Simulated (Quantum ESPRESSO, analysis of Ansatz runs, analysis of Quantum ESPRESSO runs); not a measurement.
# Charge-transition level of the Ti on the Ga site in GaAs (QE: PBE) (Quantum ESPRESSO), part 4 of 4

How near does this set-up come to the measured charge-transition level? Subject: Ti on the Ga site in GaAs. Set-up: QE: PBE, GBRV 1.5 PBE, 32-site cell, PBE lattice, k: the single point 1/4 1/4 1/4 then 2x2x2 shifted, dielectric constants 10.9 and 12.9 (handbook). The model is a cell of 32 host atoms with 1 Ga taken out and 1 Ti put in. The level is the Fermi energy at which two charge states have equal formation energy, after a correction for the images of the charge. Other potentials or another program check that the number doesn't hang on one set of files.

Quantum ESPRESSO 7.5; QE: PBE, GBRV 1.5 PBE, 32-site cell, PBE lattice, k: the single point 1/4 1/4 1/4 then 2x2x2 shifted, dielectric constants 10.9 and 12.9 (handbook).

So far: Set-up; Relaxation, charge +1; Single point, charge +1; Relaxation, charge 0.

## Step 5: Single point, charge 0

This step: Quantum ESPRESSO plane-wave DFT, PBE, GBRV 1.5 PBE potentials; single point of a defect supercell.

pw.in reads:

```
&CONTROL
  calculation = 'scf'
  prefix = 'pwscf'
  outdir = './tmp'
  pseudo_dir = './pseudo'
  tprnfor = .true.
  disk_io = 'low'
/
&SYSTEM
  ibrav = 0
  nat = 32
  ntyp = 3
  ecutwfc = 45
  ecutrho = 360
  nbnd = 193
  occupations = 'smearing'
  smearing = 'fd'
  degauss = 0.00073499
  nspin = 2
  starting_magnetization(1) = 0.0263
  starting_magnetization(2) = 0.0417
  starting_magnetization(3) = 0.1
  tot_magnetization = 1
  nosym = .true.
/
&ELECTRONS
  conv_thr = 3d-08
  electron_maxstep = 100
  mixing_beta = 0.3
/
ATOMIC_SPECIES
Ga    69.7230 ga_pbe_v1.4.uspp.F.UPF
Ti    47.8670 ti_pbe_v1.4.uspp.F.UPF
As    74.9216 as_pbe_v1.uspp.F.UPF
CELL_PARAMETERS angstrom
  -5.7368700154    5.7368700154   -5.7368700154
   5.7368700154    5.7368700154    5.7368700154
   5.7368700154   -5.7368700154   -5.7368700154
ATOMIC_POSITIONS crystal
Ga    -0.0008135349   -0.0017523695   -0.0009283686
Ga    -0.0007449403    0.2497519474    0.7474642770
Ga    -0.0020726908    0.4996928559    0.4998613107
[... 2 atom lines left out ...]
Ga     0.2493429879    0.2477278662    0.4996144440
Ti     0.2495931100    0.5000392669    0.2498102484
[... 1 atom line left out ...]
Ga     0.5011906627    0.0019480013    0.5013596109
Ga     0.4999568730    0.2488396276    0.2498292874
Ga     0.4995924338    0.5001604593   -0.0020811702
Ga     0.5010020243    0.7512860531    0.7513030496
[... 6 atom lines left out ...]
As    -0.0023732779    0.5001377521    0.2495399297
[... 2 atom lines left out ...]
As     0.2494055766    0.2480361322    0.2495811007
As     0.2493281195    0.5000131534   -0.0021748004
[... 4 atom lines left out ...]
As     0.5017010996    0.7519369124    0.5015210977
[... 3 atom lines left out ...]
As     0.7485842720    0.7508155736    0.2494748546
K_POINTS automatic
2 2 2 1 1 1
```

pp_potential.in reads:

```
&INPUTPP
  prefix = 'pwscf'
  outdir = './tmp'
  filplot = 'potential.dat'
  plot_num = 11
/
&PLOT
  nfile = 1
  filepp(1) = 'potential.dat'
  iflag = 3
  output_format = 6
  fileout = 'potential.cube'
/
```

Command:

```bash
$ OMP_NUM_THREADS=1 mpirun -n 4 pw.x -nk 2 -in pw.in > pw.out
$ OMP_NUM_THREADS=1 mpirun -n 4 pp.x -in pp_potential.in > pp_potential.out
```

What it wrote:

```text
[banner, memory and clock lines left out]
          URL

     bravais-lattice index     =            0
     lattice parameter (alat)  =      18.7774  a.u.
     unit-cell volume          =    5096.6126 (a.u.)^3
     number of atoms/cell      =           32
     number of atomic types    =            3
     number of electrons       =       377.00 (up: 189.00, down: 188.00)
     number of Kohn-Sham states=          193
     kinetic-energy cutoff     =      45.0000  Ry
     charge density cutoff     =     360.0000  Ry
     scf convergence threshold =      3.0E-08
     mixing beta               =       0.3000
     number of iterations used =            8  plain     mixing
     Exchange-correlation= SLA  PW   PBE  PBE
                           (   1   4   3   4   0   0   0)

     celldm(1)=  18.777359  celldm(2)=   0.000000  celldm(3)=   0.000000
     celldm(4)=   0.000000  celldm(5)=   0.000000  celldm(6)=   0.000000

     crystal axes: (cart. coord. in units of alat)
               a(1) = (  -0.577350   0.577350  -0.577350 )
               a(2) = (   0.577350   0.577350   0.577350 )
               a(3) = (   0.577350  -0.577350  -0.577350 )

     reciprocal axes: (cart. coord. in units 2 pi/alat)
               b(1) = (  0.000000  0.866025 -0.866025 )
               b(2) = (  0.866025  0.866025 -0.000000 )
               b(3) = (  0.866025  0.000000 -0.866025 )

     PseudoPot. # 1 for Ga read from file:
     ga_pbe_v1.4.uspp.F.UPF
     Pseudo is Ultrasoft + core correction, Zval = 19.0
     Generated by new atomic code, or converted to UPF format
     Using radial grid of  871 points,  6 beta functions with:
                l(1) =   0
                l(2) =   0
                l(3) =   1
                l(4) =   1
                l(5) =   2
                l(6) =   2
     Q(r) pseudized with  8 coefficients,  rinner =    1.250   1.250   1.250
                                                       1.250   1.250

     PseudoPot. # 2 for Ti read from file:
     ti_pbe_v1.4.uspp.F.UPF
     Pseudo is Ultrasoft + core correction, Zval = 12.0
     Generated by new atomic code, or converted to UPF format
     Using radial grid of  851 points,  6 beta functions with:
                l(1) =   0
                l(2) =   0
                l(3) =   1
                l(4) =   1
[...]
Q(r) pseudized with  6 coefficients,  rinner =    1.000   1.000   1.000
                                                       1.000   1.000

     PseudoPot. # 3 for As read from file:
     as_pbe_v1.uspp.F.UPF
     Pseudo is Ultrasoft + core correction, Zval =  5.0
     Generated by new atomic code, or converted to UPF format
     Using radial grid of  875 points,  6 beta functions with:
[...]
l(2) =   0
                l(3) =   1
                l(4) =   1
                l(5) =   2
                l(6) =   2
     Q(r) pseudized with  8 coefficients,  rinner =    1.300   1.300   1.300
                                                       1.300   1.300

     atomic species   valence    mass     pseudopotential
     Ga               19.00    69.72300     Ga( 1.00)
     Ti               12.00    47.86700     Ti( 1.00)
     As                5.00    74.92160     As( 1.00)

     Starting magnetic structure
     atomic species   magnetization
     Ga              0.026
     Ti              0.042
     As              0.100

     No symmetry found

   Cartesian axes

     site n.     atom                  positions (alat units)
         1        Ga     tau(   1) = (  -0.0010780  -0.0009454  -0.0000060  )
         2        Ga     tau(   2) = (   0.5761731  -0.2877844  -0.2869243  )
         3        Ga     tau(   3) = (   0.5782895  -0.0012939   0.0010994  )
         4        Ga     tau(   4) = (   0.5786698   0.2879716   0.2905519  )
         5        Ga     tau(   5) = (   0.2888086  -0.2887270  -0.5776793  )
         6        Ga     tau(   6) = (   0.2875200  -0.0014685  -0.2893850  )
         7        Ti     tau(   7) = (   0.2888232   0.2885724   0.0003671  )
         8        Ga     tau(   8) = (   0.2883355   0.5782404   0.2905411  )
         9        Ga     tau(   9) = (   0.0012222   0.0010271  -0.5776980  )
        10        Ga     tau(  10) = (  -0.0007436   0.2880789  -0.2892216  )
        11        Ga     tau(  11) = (  -0.0008736   0.5784092   0.0015295  )
        12        Ga     tau(  12) = (   0.5782666   0.2892438  -0.2892635  )
        13        Ga     tau(  13) = (  -0.2883725   0.2883150  -0.5764711  )
        14        Ga     tau(  14) = (  -0.2879709   0.5761212  -0.2871219  )
        15        Ga     tau(  15) = (   0.2886805   0.2885307  -0.5766572  )
        16        Ga     tau(  16) = (   0.2895939   0.5788751  -0.2895451  )
        17        As     tau(  17) = (   0.4330196  -0.4317099  -0.4335579  )
        18        As     tau(  18) = (   0.4319224  -0.1444493  -0.1429950  )
        19        As     tau(  19) = (   0.4341968   0.1433125   0.1460529  )
        20        As     tau(  20) = (   0.4324738   0.4320972   0.4338964  )
        21        As     tau(  21) = (   0.1444355  -0.1456995  -0.4337239  )
        22        As     tau(  22) = (   0.1433051   0.1431024  -0.1448864  )
[...]
ethr =  2.09E-11,  avg # of iterations =  2.9

     negative rho (up, down):  1.432E-04 5.619E-04

     total energy              =   -6994.51512964 Ry
     estimated scf accuracy    <       0.00000008 Ry

     total magnetization       =     1.00 Bohr mag/cell
     absolute magnetization    =     1.20 Bohr mag/cell

     iteration # 22     ecut=    45.00 Ry     beta= 0.30
     Davidson diagonalization with overlap
     ethr =  2.03E-11,  avg # of iterations =  5.0

     negative rho (up, down):  1.432E-04 5.624E-04

     total energy              =   -6994.51512929 Ry
     estimated scf accuracy    <       0.00000006 Ry

     total magnetization       =     1.00 Bohr mag/cell
     absolute magnetization    =     1.20 Bohr mag/cell

     iteration # 23     ecut=    45.00 Ry     beta= 0.30
     Davidson diagonalization with overlap
     ethr =  1.50E-11,  avg # of iterations =  6.5

     negative rho (up, down):  1.432E-04 5.625E-04

     total energy              =   -6994.51512904 Ry
     estimated scf accuracy    <       0.00000004 Ry

     total magnetization       =     1.00 Bohr mag/cell
     absolute magnetization    =     1.20 Bohr mag/cell

     iteration # 24     ecut=    45.00 Ry     beta= 0.30
     Davidson diagonalization with overlap
     ethr =  1.05E-11,  avg # of iterations =  8.4

     negative rho (up, down):  1.432E-04 5.618E-04

     Magnetic moment per site  (integrated on atomic sphere of radius R)
     atom   1 (R=0.103)  charge= 17.0659  magn=  0.0035
     atom   2 (R=0.103)  charge= 17.0656  magn=  0.0035
     atom   3 (R=0.103)  charge= 17.0652  magn=  0.0035
     atom   4 (R=0.103)  charge= 17.0653  magn=  0.0035
     atom   5 (R=0.103)  charge= 17.0764  magn=  0.0008
     atom   6 (R=0.103)  charge= 17.0658  magn=  0.0039
     atom   7 (R=0.104)  charge=  9.8428  magn=  0.6877
     atom   8 (R=0.103)  charge= 17.0652  magn=  0.0039
     atom   9 (R=0.103)  charge= 17.0655  magn=  0.0035
     atom  10 (R=0.103)  charge= 17.0658  magn=  0.0035
[...]
atom  28 (R=0.103)  charge=  2.8002  magn= -0.0132
     atom  29 (R=0.103)  charge=  2.7670  magn=  0.0005
     atom  30 (R=0.103)  charge=  2.7673  magn=  0.0005
     atom  31 (R=0.103)  charge=  2.7675  magn=  0.0005
     atom  32 (R=0.103)  charge=  2.7675  magn=  0.0005

     End of self-consistent calculation

 ------ SPIN UP ------------

          k = 0.4330 0.4330-0.4330 ( 25972 PWs)   bands (ev):

   -87.5033 -87.5033 -87.5031 -87.5029 -87.5025 -87.5024 -87.5019 -87.5015
   -87.5003 -87.4998 -87.4996 -87.4995 -87.4994 -87.4994 -87.4994 -87.4992
   -87.4987 -87.4986 -87.4985 -87.4983 -87.4979 -87.4976 -87.4975 -87.4973
   -87.4971 -87.4968 -87.4967 -87.4963 -87.4963 -87.4962 -87.4959 -87.4952
   -87.4941 -87.4939 -87.4939 -87.4930 -87.4840 -87.4838 -87.4834 -87.4831
   -87.4830 -87.4829 -87.4826 -87.4818 -87.4810 -50.3325 -26.6292 -26.6282
   -26.6168  -7.9842  -7.9841  -7.9838  -7.9835  -7.9829  -7.9828  -7.9827
    -7.9825  -7.9821  -7.9642  -7.9638  -7.9632  -7.9385  -7.9321  -7.9318
    -7.9315  -7.8948  -7.8945  -7.8943  -7.8942  -7.8937  -7.8922  -7.8921
    -7.8911  -7.8802  -7.8795  -7.8789  -7.8788  -7.8787  -7.8781  -7.8778
[...]
8.0985

          k = 0.0000 0.4330 0.0000 ( 26027 PWs)   bands (ev):

[...]
8.2001

          k = 0.0000 0.0000-0.4330 ( 26027 PWs)   bands (ev):

[...]
8.1996

          k =-0.4330 0.0000 0.0000 ( 26027 PWs)   bands (ev):

[...]
8.2007

 ------ SPIN DOWN ----------

          k = 0.4330 0.4330-0.4330 ( 25972 PWs)   bands (ev):

[...]
8.1275

          k = 0.0000 0.4330 0.0000 ( 26027 PWs)   bands (ev):

[...]
8.3908

          k = 0.0000 0.0000-0.4330 ( 26027 PWs)   bands (ev):

[...]
8.3906

          k =-0.4330 0.0000 0.0000 ( 26027 PWs)   bands (ev):

[...]
2.1503   2.1574   3.1529   3.1537   3.2553   3.2559   3.4814   3.7769
     3.9431   3.9519   3.9525   4.4486   4.4571   4.4574   4.4932   4.4935
     4.4941   4.5319   4.5426   4.5434   4.5865   4.5934   4.8037   4.8044
     4.8433   5.2568   5.4885   5.4998   5.5409   5.5421   5.6056   5.6688
     5.7008   5.7013   6.0983   6.0989   7.9482   8.0924   8.2068   8.3905
     8.3911

     the spin up/dw Fermi energies are     7.3020    6.9896 ev

!    total energy              =   -6994.51513016 Ry
     estimated scf accuracy    <       0.00000002 Ry
     smearing contrib. (-TS)   =      -0.00045508 Ry
     internal energy E=F+TS    =   -6994.51467508 Ry

     The total energy is F=E-TS. E is the sum of the following terms:
     one-electron contribution =   -6269.42349927 Ry
     hartree contribution      =    3251.99399870 Ry
     xc contribution           =   -1251.32615105 Ry
     ewald contribution        =   -2725.75902345 Ry

     total magnetization       =     1.00 Bohr mag/cell
     absolute magnetization    =     1.20 Bohr mag/cell

     convergence has been achieved in  24 iterations

     negative rho (up, down):  1.432E-04 5.618E-04

     Forces acting on atoms (cartesian axes, Ry/au):

     atom    1 type  1   force =    -0.00015084   -0.00049756    0.00101268
     atom    2 type  1   force =    -0.00002711   -0.00100286    0.00021389
     atom    3 type  1   force =     0.00036746   -0.00014779   -0.00035627
     atom    4 type  1   force =     0.00026353    0.00052174    0.00007031
     atom    5 type  1   force =    -0.00001445    0.00007410    0.00051011
     atom    6 type  1   force =     0.00102077   -0.00029536   -0.00052098
     atom    7 type  2   force =     0.00011787    0.00005403    0.00019535
     atom    8 type  1   force =     0.00020860    0.00030413    0.00008671
     atom    9 type  1   force =     0.00050109    0.00004206    0.00103678
     atom   10 type  1   force =    -0.00039026    0.00076116   -0.00038746
[...]
atom   28 type  3   force =     0.00114878    0.00140533   -0.00139361
     atom   29 type  3   force =    -0.00060949    0.00142915    0.00086266
     atom   30 type  3   force =    -0.00077352   -0.00058819   -0.00147089
     atom   31 type  3   force =    -0.00090558    0.00081658    0.00130766
     atom   32 type  3   force =    -0.00063245   -0.00152299   -0.00095688

     Total force =     0.008335     Total SCF correction =     0.000231
```

Elapsed: 27 min, on 4 MPI ranks of Arm Neoverse V1, shared host; peak memory 3.9 GiB; 1.8 h of CPU time.

This step gave:

- total moment: 1.000 μB
- integral of the absolute spin density: 1.204 μB

## Step 6: Charge-transition levels

Analysis of the runs above: levels from Quantum ESPRESSO plane-wave DFT, PBE, GBRV 1.5 PBE potentials energies with an image-charge correction aligned at atomic sites (own code after Kumagai and Oba).

It gives:

- gap: 0.1999 eV

## Step 7: Outcome

```json
{
 "static dielectric constant used": "12.9",
 "band gap of the host": "0.20 eV",
 "(plus 1/0) level below the conduction-band bottom": "-0.13 eV"
}
```

In words: (+1/0) level below the conduction-band bottom: computed -0.13 eV, measured 0.9 eV; 1.03 eV shallower than the measurement. The computed level lies at or beyond a band edge, so this set-up gives no level clear of the bands. The level is counted in a gap of 0.20 eV, and the correction is screened by a dielectric constant of 12.9 from a handbook. Levels hang on the band edges, which semilocal functionals place too close together. The total moment is locked at the high-spin value, which doesn't force the spin onto the d shell; spin-orbit coupling, which lowers the gap of these hosts' heavier members, is left out. Limits: the total moment of each charge state is locked at an assumed value.

[Logs are printed without paths, hosts, clocks, repeated set-up lines and the standing remarks that a program may print on its own settings, such as how far it seeks lower states.]

[Hosts, paths, dates, database ids (printed as entryN), source tags and the programs' standing remarks are cut or masked in the printed files.]

[For some hosts the program warned that the k-mesh of the response run may be too coarse for force constants and the static dielectric constant; such warnings are not shown here.]
